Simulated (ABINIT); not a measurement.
# Mg3SiS (Pm-3m): phonons by linear response, part 3 of 4

How does Mg3SiS (Pm-3m) vibrate, and is this structure a minimum?

ABINIT 10.8.3; DFT LDA, scalar-relativistic, plane waves, HGH norm-conserving pseudopotentials.

So far. Step 5 (Relaxation): The volume changes by +0.9 % in this run and stands -30.0 % from the first cell. Step 7 (Zone-centre response): The acoustic modes at Γ come out as far as 3.0 cm⁻¹ from zero, where they should vanish, a small numerical error. The lowest optical mode is imaginary, 163i cm⁻¹, an instability at this level and on this k mesh. The relaxed cell has a = 4.638 Å (conventional setting).

The structure was built from a prototype and need not be the compound's stable phase.

## (8) Zone-centre analysis

anaddb reads the merged derivatives and imposes the acoustic sum rule.

File anaddb.abi:

```
ddb_filepath "gamma_DDB"
output_file "anaddb.abo"
outdata_prefix "anaddb"
asr 1
chneut 1
enunit 2
eivec 1
nph1l 1
qph1l 0.0 0.0 0.0 1.0
```

File mrgddb.in:

```
gamma_DDB
merged
2
dfpt_gammao_DDB
gso_DDB
```

On the command line:

```sh
mrgddb < mrgddb.in > mrgddb.log
OMP_NUM_THREADS=1 anaddb anaddb.abi > anaddb.log
```

Numbers of over 12 decimals in the logs are rounded to 6 here.

anaddb.abo, the main output file:

```text
-outvars_anaddb: echo values of input variables ----------------------

 Miscellaneous information :
      enunit         2
       eivec         1
         asr         1
 First list of wavevector (reduced coord.) :
       nph1l         1
       qph1l
                     0.00000000E+00  0.00000000E+00  0.00000000E+00    1.000E+00

================================================================================

 read the DDB information and perform some checks

  ==== Info on the Cryst% object ====
 Real(R)+Recip(G) space primitive vectors, cartesian coordinates (Bohr,Bohr^-1):
 R(1)=  8.7645806  0.0000000  0.0000000  G(1)=  0.1140956  0.0000000  0.0000000
 R(2)=  0.0000000  8.7645806  0.0000000  G(2)=  0.0000000  0.1140956  0.0000000
 R(3)=  0.0000000  0.0000000  8.7645806  G(3)=  0.0000000  0.0000000  0.1140956
 Unit cell volume ucvol=  6.7327644E+02 bohr^3
 Angles (23,13,12)=  9.00000000E+01  9.00000000E+01  9.00000000E+01 degrees
 Time-reversal symmetry is present
 Reduced atomic positions [iatom, xred, symbol]:
    1)    0.0000000  0.0000000  0.0000000  Si
    2)    0.5000000  0.5000000  0.5000000   S
    3)    0.5000000  0.5000000  0.0000000  Mg
    4)    0.5000000  0.0000000  0.5000000  Mg
    5)    0.0000000  0.5000000  0.5000000  Mg

 DDB file with 3 blocks has been read.

================================================================================

 Treat the first list of vectors

  Phonon wavevector (reduced coordinates) :  0.00000  0.00000  0.00000
 Phonon energies in Hartree :
  -7.435881E-04 -7.435881E-04 -7.435881E-04 -6.021207E-04 -6.021207E-04
  -6.021207E-04  0.000000E+00  0.000000E+00  0.000000E+00  6.058458E-04
   6.058458E-04  6.058458E-04  2.232919E-03  2.232919E-03  2.232919E-03
 Phonon energies in meV     :
- -2.023406E+01 -2.023406E+01 -2.023406E+01 -1.638454E+01 -1.638454E+01
- -1.638454E+01  0.000000E+00  0.000000E+00  0.000000E+00  1.648590E+01
-  1.648590E+01  1.648590E+01  6.076083E+01  6.076083E+01  6.076083E+01
 Phonon frequencies in cm-1    :
- -1.631987E+02 -1.631987E+02 -1.631987E+02 -1.321502E+02 -1.321502E+02
- -1.321502E+02  0.000000E+00  0.000000E+00  0.000000E+00  1.329678E+02
-  1.329678E+02  1.329678E+02  4.900691E+02  4.900691E+02  4.900691E+02
 Phonon frequencies in Thz     :
- -4.892575E+00 -4.892575E+00 -4.892575E+00 -3.961764E+00 -3.961764E+00
- -3.961764E+00  0.000000E+00  0.000000E+00  0.000000E+00  3.986274E+00
-  3.986274E+00  3.986274E+00  1.469190E+01  1.469190E+01  1.469190E+01
 Phonon energies in Kelvin  :
- -2.348066E+02 -2.348066E+02 -2.348066E+02 -1.901347E+02 -1.901347E+02
- -1.901347E+02  0.000000E+00  0.000000E+00  0.000000E+00  1.913110E+02
-  1.913110E+02  1.913110E+02  7.051002E+02  7.051002E+02  7.051002E+02

 Eigendisplacements
 (will be given, for each mode : in cartesian coordinates
   for each atom the real part of the displacement vector,
   then the imaginary part of the displacement vector - absolute values smaller than 1.0d-7 are set to zero)
  Mode number    1   Energy   -7.435881E-04
 Attention : low frequency mode.
   (Could be unstable or acoustic mode)
-  1  0.00000000E+00  0.00000000E+00  2.02833593E-03
-     0.00000000E+00  0.00000000E+00  0.00000000E+00
-  2  0.00000000E+00  0.00000000E+00  1.52203179E-03
-     0.00000000E+00  0.00000000E+00  0.00000000E+00
-  3  0.00000000E+00  0.00000000E+00  9.22422829E-04
-     0.00000000E+00  0.00000000E+00  0.00000000E+00
-  4  0.00000000E+00  0.00000000E+00 -2.63717789E-03
-     0.00000000E+00  0.00000000E+00  0.00000000E+00
-  5  0.00000000E+00  0.00000000E+00 -2.63717789E-03
-     0.00000000E+00  0.00000000E+00  0.00000000E+00
  Mode number    2   Energy   -7.435881E-04
 Attention : low frequency mode.
   (Could be unstable or acoustic mode)
-  1  1.83431166E-07 -2.02833592E-03  0.00000000E+00
-     0.00000000E+00  0.00000000E+00  0.00000000E+00
-  2  1.37643899E-07 -1.52203179E-03  0.00000000E+00
-     0.00000000E+00  0.00000000E+00  0.00000000E+00
-  3 -2.38491370E-07  2.63717788E-03  0.00000000E+00
-     0.00000000E+00  0.00000000E+00  0.00000000E+00
-  4 -2.38491370E-07 -9.22422825E-04  0.00000000E+00
-     0.00000000E+00  0.00000000E+00  0.00000000E+00
-  5  0.00000000E+00  2.63717788E-03  0.00000000E+00
-     0.00000000E+00  0.00000000E+00  0.00000000E+00
  Mode number    3   Energy   -7.435881E-04
 Attention : low frequency mode.
   (Could be unstable or acoustic mode)
-  1  2.02833592E-03  1.83431130E-07  0.00000000E+00
-     0.00000000E+00  0.00000000E+00  0.00000000E+00
-  2  1.52203179E-03  1.37643873E-07  0.00000000E+00
-     0.00000000E+00  0.00000000E+00  0.00000000E+00
-  3 -2.63717788E-03 -2.38491324E-07  0.00000000E+00
-     0.00000000E+00  0.00000000E+00  0.00000000E+00
-  4 -2.63717788E-03  0.00000000E+00  0.00000000E+00
-     0.00000000E+00  0.00000000E+00  0.00000000E+00
-  5  9.22422825E-04 -2.38491324E-07  0.00000000E+00
-     0.00000000E+00  0.00000000E+00  0.00000000E+00
  Mode number    4   Energy   -6.021207E-04
 Attention : low frequency mode.
   (Could be unstable or acoustic mode)
-  1  0.00000000E+00  0.00000000E+00  0.00000000E+00
-     0.00000000E+00  0.00000000E+00  0.00000000E+00
-  2  0.00000000E+00  0.00000000E+00  0.00000000E+00
-     0.00000000E+00  0.00000000E+00  0.00000000E+00
-  3  0.00000000E+00  0.00000000E+00  0.00000000E+00
-     0.00000000E+00  0.00000000E+00  0.00000000E+00
-  4  0.00000000E+00  0.00000000E+00  3.35936458E-03
-     0.00000000E+00  0.00000000E+00  0.00000000E+00
-  5  0.00000000E+00  0.00000000E+00 -3.35936458E-03
-     0.00000000E+00  0.00000000E+00  0.00000000E+00
  Mode number    5   Energy   -6.021207E-04
 Attention : low frequency mode.
   (Could be unstable or acoustic mode)
-  1  0.00000000E+00  0.00000000E+00  0.00000000E+00
-     0.00000000E+00  0.00000000E+00  0.00000000E+00
-  2  0.00000000E+00  0.00000000E+00  0.00000000E+00
-     0.00000000E+00  0.00000000E+00  0.00000000E+00
-  3  0.00000000E+00 -3.35936458E-03  0.00000000E+00
-     0.00000000E+00  0.00000000E+00  0.00000000E+00
-  4  0.00000000E+00  0.00000000E+00  0.00000000E+00
-     0.00000000E+00  0.00000000E+00  0.00000000E+00
-  5  0.00000000E+00  3.35936458E-03  0.00000000E+00
-     0.00000000E+00  0.00000000E+00  0.00000000E+00
  Mode number    6   Energy   -6.021207E-04
 Attention : low frequency mode.
   (Could be unstable or acoustic mode)
-  1  0.00000000E+00  0.00000000E+00  0.00000000E+00
-     0.00000000E+00  0.00000000E+00  0.00000000E+00
-  2  0.00000000E+00  0.00000000E+00  0.00000000E+00
-     0.00000000E+00  0.00000000E+00  0.00000000E+00
-  3  3.35936458E-03  0.00000000E+00  0.00000000E+00
-     0.00000000E+00  0.00000000E+00  0.00000000E+00
-  4 -3.35936458E-03  0.00000000E+00  0.00000000E+00
-     0.00000000E+00  0.00000000E+00  0.00000000E+00
-  5  0.00000000E+00  0.00000000E+00  0.00000000E+00
-     0.00000000E+00  0.00000000E+00  0.00000000E+00
  Mode number    7   Energy    0.000000E+00
 Attention : low frequency mode.
   (Could be unstable or acoustic mode)
-  1  0.00000000E+00  0.00000000E+00  2.03041588E-03
-     0.00000000E+00  0.00000000E+00  0.00000000E+00
-  2  0.00000000E+00  0.00000000E+00  2.03043495E-03
-     0.00000000E+00  0.00000000E+00  0.00000000E+00
-  3  0.00000000E+00  0.00000000E+00  2.03043105E-03
-     0.00000000E+00  0.00000000E+00  0.00000000E+00
-  4  0.00000000E+00  0.00000000E+00  2.03040314E-03
-     0.00000000E+00  0.00000000E+00  0.00000000E+00
-  5  0.00000000E+00  0.00000000E+00  2.03040314E-03
-     0.00000000E+00  0.00000000E+00  0.00000000E+00
  Mode number    8   Energy    0.000000E+00
 Attention : low frequency mode.
   (Could be unstable or acoustic mode)
-  1  0.00000000E+00 -2.03041588E-03  0.00000000E+00
-     0.00000000E+00  0.00000000E+00  0.00000000E+00
-  2  0.00000000E+00 -2.03043495E-03  0.00000000E+00
-     0.00000000E+00  0.00000000E+00  0.00000000E+00
-  3  0.00000000E+00 -2.03040314E-03  0.00000000E+00
-     0.00000000E+00  0.00000000E+00  0.00000000E+00
-  4  0.00000000E+00 -2.03043105E-03  0.00000000E+00
-     0.00000000E+00  0.00000000E+00  0.00000000E+00
-  5  0.00000000E+00 -2.03040314E-03  0.00000000E+00
-     0.00000000E+00  0.00000000E+00  0.00000000E+00
  Mode number    9   Energy    0.000000E+00
 Attention : low frequency mode.
   (Could be unstable or acoustic mode)
-  1  2.03041588E-03  0.00000000E+00  0.00000000E+00
-     0.00000000E+00  0.00000000E+00  0.00000000E+00
-  2  2.03043495E-03  0.00000000E+00  0.00000000E+00
-     0.00000000E+00  0.00000000E+00  0.00000000E+00
-  3  2.03040314E-03  0.00000000E+00  0.00000000E+00
-     0.00000000E+00  0.00000000E+00  0.00000000E+00
-  4  2.03040314E-03  0.00000000E+00  0.00000000E+00
-     0.00000000E+00  0.00000000E+00  0.00000000E+00
-  5  2.03043105E-03  0.00000000E+00  0.00000000E+00
-     0.00000000E+00  0.00000000E+00  0.00000000E+00
  Mode number   10   Energy    6.058458E-04
-  1  0.00000000E+00  0.00000000E+00 -3.36057352E-03
-     0.00000000E+00  0.00000000E+00  0.00000000E+00
-  2  0.00000000E+00  0.00000000E+00  2.10978214E-03
-     0.00000000E+00  0.00000000E+00  0.00000000E+00
-  3  0.00000000E+00  0.00000000E+00  1.83739398E-03
-     0.00000000E+00  0.00000000E+00  0.00000000E+00
-  4  0.00000000E+00  0.00000000E+00 -3.68809481E-04
-     0.00000000E+00  0.00000000E+00  0.00000000E+00
-  5  0.00000000E+00  0.00000000E+00 -3.68809481E-04
-     0.00000000E+00  0.00000000E+00  0.00000000E+00
  Mode number   11   Energy    6.058458E-04
-  1  2.06678565E-07 -3.36057351E-03  0.00000000E+00
-     0.00000000E+00  0.00000000E+00  0.00000000E+00
-  2 -1.29753669E-07  2.10978213E-03  0.00000000E+00
-     0.00000000E+00  0.00000000E+00  0.00000000E+00
-  3  0.00000000E+00 -3.68809480E-04  0.00000000E+00
-     0.00000000E+00  0.00000000E+00  0.00000000E+00
-  4  0.00000000E+00  1.83739398E-03  0.00000000E+00
-     0.00000000E+00  0.00000000E+00  0.00000000E+00
-  5 -1.13001531E-07 -3.68809480E-04  0.00000000E+00
-     0.00000000E+00  0.00000000E+00  0.00000000E+00
  Mode number   12   Energy    6.058458E-04
-  1  3.36057351E-03  2.06678532E-07  0.00000000E+00
-     0.00000000E+00  0.00000000E+00  0.00000000E+00
-  2 -2.10978213E-03 -1.29753649E-07  0.00000000E+00
-     0.00000000E+00  0.00000000E+00  0.00000000E+00
-  3  3.68809480E-04  0.00000000E+00  0.00000000E+00
-     0.00000000E+00  0.00000000E+00  0.00000000E+00
-  4  3.68809480E-04 -1.13001513E-07  0.00000000E+00
-     0.00000000E+00  0.00000000E+00  0.00000000E+00
-  5 -1.83739398E-03  0.00000000E+00  0.00000000E+00
-     0.00000000E+00  0.00000000E+00  0.00000000E+00
  Mode number   13   Energy    2.232919E-03
-  1  0.00000000E+00  0.00000000E+00  4.80218345E-05
-     0.00000000E+00  0.00000000E+00  0.00000000E+00
-  2  0.00000000E+00  0.00000000E+00 -2.49347342E-03
-     0.00000000E+00  0.00000000E+00  0.00000000E+00
-  3  0.00000000E+00  0.00000000E+00  3.77109135E-03
-     0.00000000E+00  0.00000000E+00  0.00000000E+00
-  4  0.00000000E+00  0.00000000E+00 -2.68450720E-04
-     0.00000000E+00  0.00000000E+00  0.00000000E+00
-  5  0.00000000E+00  0.00000000E+00 -2.68450720E-04
-     0.00000000E+00  0.00000000E+00  0.00000000E+00
  Mode number   14   Energy    2.232919E-03
-  1  0.00000000E+00 -4.80218344E-05  0.00000000E+00
-     0.00000000E+00  0.00000000E+00  0.00000000E+00
-  2 -1.27145427E-07  2.49347342E-03  0.00000000E+00
-     0.00000000E+00  0.00000000E+00  0.00000000E+00
-  3  0.00000000E+00  2.68450719E-04  0.00000000E+00
-     0.00000000E+00  0.00000000E+00  0.00000000E+00
-  4  0.00000000E+00 -3.77109134E-03  0.00000000E+00
-     0.00000000E+00  0.00000000E+00  0.00000000E+00
-  5  1.92292814E-07  2.68450719E-04  0.00000000E+00
-     0.00000000E+00  0.00000000E+00  0.00000000E+00
  Mode number   15   Energy    2.232919E-03
-  1  4.80218344E-05  0.00000000E+00  0.00000000E+00
-     0.00000000E+00  0.00000000E+00  0.00000000E+00
-  2 -2.49347342E-03 -1.27145427E-07  0.00000000E+00
-     0.00000000E+00  0.00000000E+00  0.00000000E+00
-  3 -2.68450719E-04  0.00000000E+00  0.00000000E+00
-     0.00000000E+00  0.00000000E+00  0.00000000E+00
-  4 -2.68450719E-04  1.92292814E-07  0.00000000E+00
-     0.00000000E+00  0.00000000E+00  0.00000000E+00
-  5  3.77109134E-03  0.00000000E+00  0.00000000E+00
-     0.00000000E+00  0.00000000E+00  0.00000000E+00

 Analysis of degeneracies and characters (maximum tolerance=1.00E-06 a.u.)
 For each vibration mode, or group of modes if degenerate,
 the characters are given for each symmetry operation (see the list in the log file).
 Symmetry characters of vibration mode #   1
       degenerate with vibration modes #   2 to    3
  3.0 -3.0 -1.0  1.0 -1.0  1.0 -1.0  1.0  1.0 -1.0 -1.0  1.0  1.0 -1.0 -1.0  1.0
 -0.0  0.0 -0.0  0.0  0.0 -0.0  0.0 -0.0  1.0 -1.0 -1.0  1.0 -1.0  1.0  1.0 -1.0
 -0.0  0.0  0.0 -0.0  0.0 -0.0 -0.0  0.0  1.0 -1.0  1.0 -1.0 -1.0  1.0 -1.0  1.0
 Symmetry characters of vibration mode #   4
       degenerate with vibration modes #   5 to    6
  3.0 -3.0 -1.0  1.0 -1.0  1.0 -1.0  1.0 -1.0  1.0  1.0 -1.0 -1.0  1.0  1.0 -1.0
 -0.0  0.0 -0.0  0.0  0.0 -0.0 -0.0  0.0 -1.0  1.0  1.0 -1.0  1.0 -1.0 -1.0  1.0
 -0.0  0.0  0.0 -0.0 -0.0  0.0 -0.0  0.0 -1.0  1.0 -1.0  1.0  1.0 -1.0  1.0 -1.0
 Symmetry characters of vibration mode #   7
       degenerate with vibration modes #   8 to    9
  3.0 -3.0 -1.0  1.0 -1.0  1.0 -1.0  1.0  1.0 -1.0 -1.0  1.0  1.0 -1.0 -1.0  1.0
 -0.0  0.0 -0.0  0.0  0.0 -0.0  0.0 -0.0  1.0 -1.0 -1.0  1.0 -1.0  1.0  1.0 -1.0
 -0.0  0.0  0.0 -0.0  0.0 -0.0 -0.0  0.0  1.0 -1.0  1.0 -1.0 -1.0  1.0 -1.0  1.0
 Symmetry characters of vibration mode #  10
       degenerate with vibration modes #  11 to   12
  3.0 -3.0 -1.0  1.0 -1.0  1.0 -1.0  1.0  1.0 -1.0 -1.0  1.0  1.0 -1.0 -1.0  1.0
 -0.0  0.0  0.0 -0.0 -0.0  0.0  0.0 -0.0  1.0 -1.0 -1.0  1.0 -1.0  1.0  1.0 -1.0
 -0.0  0.0 -0.0  0.0  0.0 -0.0  0.0 -0.0  1.0 -1.0  1.0 -1.0 -1.0  1.0 -1.0  1.0
 Symmetry characters of vibration mode #  13
       degenerate with vibration modes #  14 to   15
  3.0 -3.0 -1.0  1.0 -1.0  1.0 -1.0  1.0  1.0 -1.0 -1.0  1.0  1.0 -1.0 -1.0  1.0
 -0.0  0.0 -0.0  0.0  0.0 -0.0  0.0 -0.0  1.0 -1.0 -1.0  1.0 -1.0  1.0  1.0 -1.0
 -0.0  0.0  0.0 -0.0  0.0 -0.0 -0.0  0.0  1.0 -1.0  1.0 -1.0 -1.0  1.0 -1.0  1.0
-
```

Wall time 0.52 s (1 thread of Arm Neoverse V1, shared host).

No LO-TO term; unit eigenvectors of the mass-weighted matrix, from anaddb's displacements. The modes at Γ (shares of kinetic energy by element, %) (negative means imaginary):

```
mode  frequency (cm⁻¹)  symmetry  Si %  S %  Mg %
   1            -163.2       T1u    21   14    65
   2            -163.2       T1u    21   14    65
   3            -163.2       T1u    21   14    65
   4            -132.2       T2u     0    0   100
   5            -132.2       T2u     0    0   100
   6            -132.2       T2u     0    0   100
   7               0.0  acoustic    21   24    55
   8               0.0  acoustic    21   24    55
   9               0.0  acoustic    21   24    55
  10             133.0       T1u    58   26    16
  11             133.0       T1u    58   26    16
  12             133.0       T1u    58   26    16
  13             490.1       T1u     0   36    64
  14             490.1       T1u     0   36    64
  15             490.1       T1u     0   36    64
```

Displacements in mode 1 (-163.2 cm⁻¹), the largest set to 1:
```
Si1  0.00  0.00  0.77
S2   0.00  0.00  0.58
Mg3  0.00  0.00  0.35
Mg4  0.00  0.00 -1.00
Mg5  0.00  0.00 -1.00
```

Displacements in mode 4 (-132.2 cm⁻¹), the largest set to 1:
```
Si1  0.00  0.00  0.00
S2   0.00  0.00  0.00
Mg3  0.00  0.00  0.00
Mg4  0.00  0.00  1.00
Mg5  0.00  0.00 -1.00
```

The rule moves no optical mode by more than 0.1 cm⁻¹.

## (9) Linear response on the mesh

Linear response treats each wavevector in the unit cell, with no supercell; the 2×2×2 mesh fixes the range of the force constants to be had.

File dfpt_q.abi:

```
ndtset 3

# wavevectors
qpt1 0.5 0.0 0.0
qpt2 0.5 0.5 0.0
qpt3 0.5 0.5 0.5

# displacements
getwfk_filepath "gso_WFK"
getwfq_filepath "gso_WFK"
kptopt 3
nqpt 1
rfphon 1
rfatpol 1 5
rfdir 1 1 1
tolvrs 1.0d-10
prtwf 0

# basis, mesh and filling
ecut 30.0
ixc 7
ngkpt 6 6 6
nshiftk 1
shiftk 0.0 0.0 0.0
istwfk *1
occopt 3
tsmear 0.01
nband 14
nstep 100
diemac 1000000.0
prtebands 0
prtgsr 0
useylm 1

# cell and atoms
acell 3*1.0 Angstrom
rprim 
    4.638016317 0.0 0.0
    0.0 4.638016317 0.0
    0.0 0.0 4.638016317
ntypat 3
znucl 14 16 12
natom 5
typat 1 2 3 3 3
xred 
    0.0 0.0 0.0
    0.5 0.5 0.5
    0.5 0.5 0.0
    0.5 0.0 0.5
    0.0 0.5 0.5
pp_dirpath "./pseudo"
pseudos "Si.hgh, S.hgh, Mg.hgh"
```

On the command line:

```sh
OMP_NUM_THREADS=1 mpirun -n 4 abinit dfpt_q.abi > dfpt_q.log
```

dfpt_q.abo, the main output file:

```text
[banners, grids, parts of the stress and lines that vanish by symmetry left out]
- input  file    -> dfpt_q.abi
- output file    -> dfpt_q.abo
- root for input  files -> dfpt_qi
[...]
DATASET    1 : space group Pm -3 m (#221); Bravais cP (primitive cubic)
[...]
nfft =       91125          nkpt =         216
[...]
DATASET    2 : space group Pm -3 m (#221); Bravais cP (primitive cubic)
[...]
nfft =       91125          nkpt =         216
[...]
DATASET    3 : space group Pm -3 m (#221); Bravais cP (primitive cubic)
[...]
nfft =       91125          nkpt =         216
[...]
== DATASET  1 ==================================================================
[...]
cutoff_energies: {ecut:  30.0, pawecutdg:  -1.0, }
[...]
Exchange-correlation functional for the present dataset will be:
  LDA: Perdew-Wang 92 LSD fit to Ceperley-Alder data - ixc=7
[...]
Perturbation : displacement of atom   1   along direction   1
[...]
-ETOT  1   2028.8660703769      1.891E+03 2.592E+00 2.850E+07
 ETOT  2   14.122637924884     -2.015E+03 2.510E+00 5.860E+04
 ETOT  3   3.234468     -1.089E+01 6.370E-02 1.411E+04
 ETOT  4   1.973445     -1.261E+00 3.106E-02 1.933E+02
 ETOT  5   1.929730     -4.371E-02 4.086E-03 1.077E+01
[...]
At SCF step   12       vres2   =  1.27E-11 < tolvrs=  1.00E-10 =>converged.
[...]
Perturbation : displacement of atom   1   along direction   2
[...]
-ETOT  1   54.858671990661     -5.616E+01 1.331E+00 1.846E+05
[...]
At SCF step   10       vres2   =  1.09E-11 < tolvrs=  1.00E-10 =>converged.
[...]
Perturbation : displacement of atom   2   along direction   1
[...]
-ETOT  1   3957.1139762061      3.352E+03 1.110E+02 5.401E+07
[...]
At SCF step   13       vres2   =  3.32E-12 < tolvrs=  1.00E-10 =>converged.
[...]
Perturbation : displacement of atom   2   along direction   2
[...]
-ETOT  1   373.01239614857     -1.722E+02 4.819E+00 1.066E+06
[...]
At SCF step   12       vres2   =  8.07E-13 < tolvrs=  1.00E-10 =>converged.
[...]
Perturbation : displacement of atom   3   along direction   1
[...]
-ETOT  1   273.88567777721      2.564E+02 6.540E+00 3.906E+06
[...]
Perturbation : displacement of atom   3   along direction   2
[...]
-ETOT  1   2.244959     -8.559E+00 3.612E-01 1.190E+04
[...]
Perturbation : displacement of atom   3   along direction   3
[...]
-ETOT  1   20.237853555096     -8.338E+00 3.844E-01 2.908E+04
[...]
Perturbation : displacement of atom   5   along direction   1
[...]
-ETOT  1   406.18283966340      3.710E+02 1.206E+00 5.605E+06
[...]
Perturbation : displacement of atom   5   along direction   2
[...]
-ETOT  1   2.500433     -8.304E+00 4.298E-01 1.363E+04
[...]
Phonon wavevector (reduced coordinates) :  0.50000  0.00000  0.00000
 Phonon energies in Hartree :
[...]
Phonon frequencies in cm-1    :
- -1.368588E+02 -1.368588E+02 -1.114022E+02 -1.114022E+02 -1.105563E+02
- -2.192807E+01  9.284661E+01  9.284661E+01  9.694138E+01  9.694138E+01
-  1.494524E+02  2.973293E+02  3.989698E+02  4.886530E+02  4.886530E+02
[...]
== DATASET  2 ==================================================================
[...]
cutoff_energies: {ecut:  30.0, pawecutdg:  -1.0, }
[...]
Exchange-correlation functional for the present dataset will be:
  LDA: Perdew-Wang 92 LSD fit to Ceperley-Alder data - ixc=7
[...]
- 12.00000   2.00000     10605                znucl, zion, pspdat
[...]
Perturbation : displacement of atom   1   along direction   1
[...]
-ETOT  1   178.07374312234      5.821E+01 3.194E+00 9.238E+05
[...]
Perturbation : displacement of atom   2   along direction   1
[...]
-ETOT  1   712.92796750626      1.478E+02 2.540E+01 3.250E+06
[...]
Perturbation : displacement of atom   3   along direction   1
[...]
-ETOT  1   19.834101318933      6.819E+00 2.228E-01 1.134E+05
[...]
At SCF step   10       vres2   =  6.74E-12 < tolvrs=  1.00E-10 =>converged.
[...]
Perturbation : displacement of atom   3   along direction   3
[...]
-ETOT  1   32.610227208349      1.824E+00 5.633E-01 1.227E+05
[...]
ETOT  9   11.225792722713     -1.902E-09 6.215E-03 8.589E-10
 ETOT 10   11.225792722712     -1.016E-12 7.815E-07 7.971E-12
 At SCF step   10       vres2   =  7.97E-12 < tolvrs=  1.00E-10 =>converged.
[...]
Phonon wavevector (reduced coordinates) :  0.50000  0.50000  0.50000
 Phonon energies in Hartree :
[...]
Phonon frequencies in cm-1    :
- -1.636799E+02 -1.636799E+02 -1.636799E+02 -1.070286E+02 -1.070286E+02
- -1.070286E+02  1.585531E+02  1.585531E+02  1.585531E+02  2.933669E+02
-  2.933669E+02  2.933669E+02  3.750516E+02  3.750516E+02  4.419399E+02
[...]
strten2     0.0000000000E+00  0.0000000000E+00  0.0000000000E+00
           strten3     0.0000000000E+00  0.0000000000E+00  0.0000000000E+00
================================================================================
```

Elapsed: 33 min, on 4 MPI ranks.

This step gave:

| Quantity | Value |
| --- | --- |
| lowest mode on the q mesh (acoustic ones at the zone centre apart) | -163.7 cm⁻¹ |

Frequencies (cm⁻¹) before the sum rule at the irreducible wavevectors but Γ, which is solved apart; negative means imaginary. Frequencies by wavevector:

```
q (fractions)  star  mode 1  mode 2  mode 3  mode 4  mode 13  mode 14  mode 15
      0.5 0 0     3  -136.9  -136.9  -111.4  -111.4      399    488.6    488.6
    0.5 0.5 0     3  -159.3  -145.1  -145.1  -100.7    374.2    438.9    486.7
  0.5 0.5 0.5     1  -163.7  -163.7  -163.7    -107    375.1    375.1    441.9
```

(Part 3 of 4 ends here.)

[Host names and launcher messages were left out of these logs when they were recorded.]

[Logs are printed without paths, hosts, clocks, repeated set-up lines and the standing remarks that a program may print on its own settings, such as how far it seeks lower states.]

[Hosts, paths, dates, database ids (printed as entryN), source tags and the programs' standing remarks are cut or masked in the printed files.]
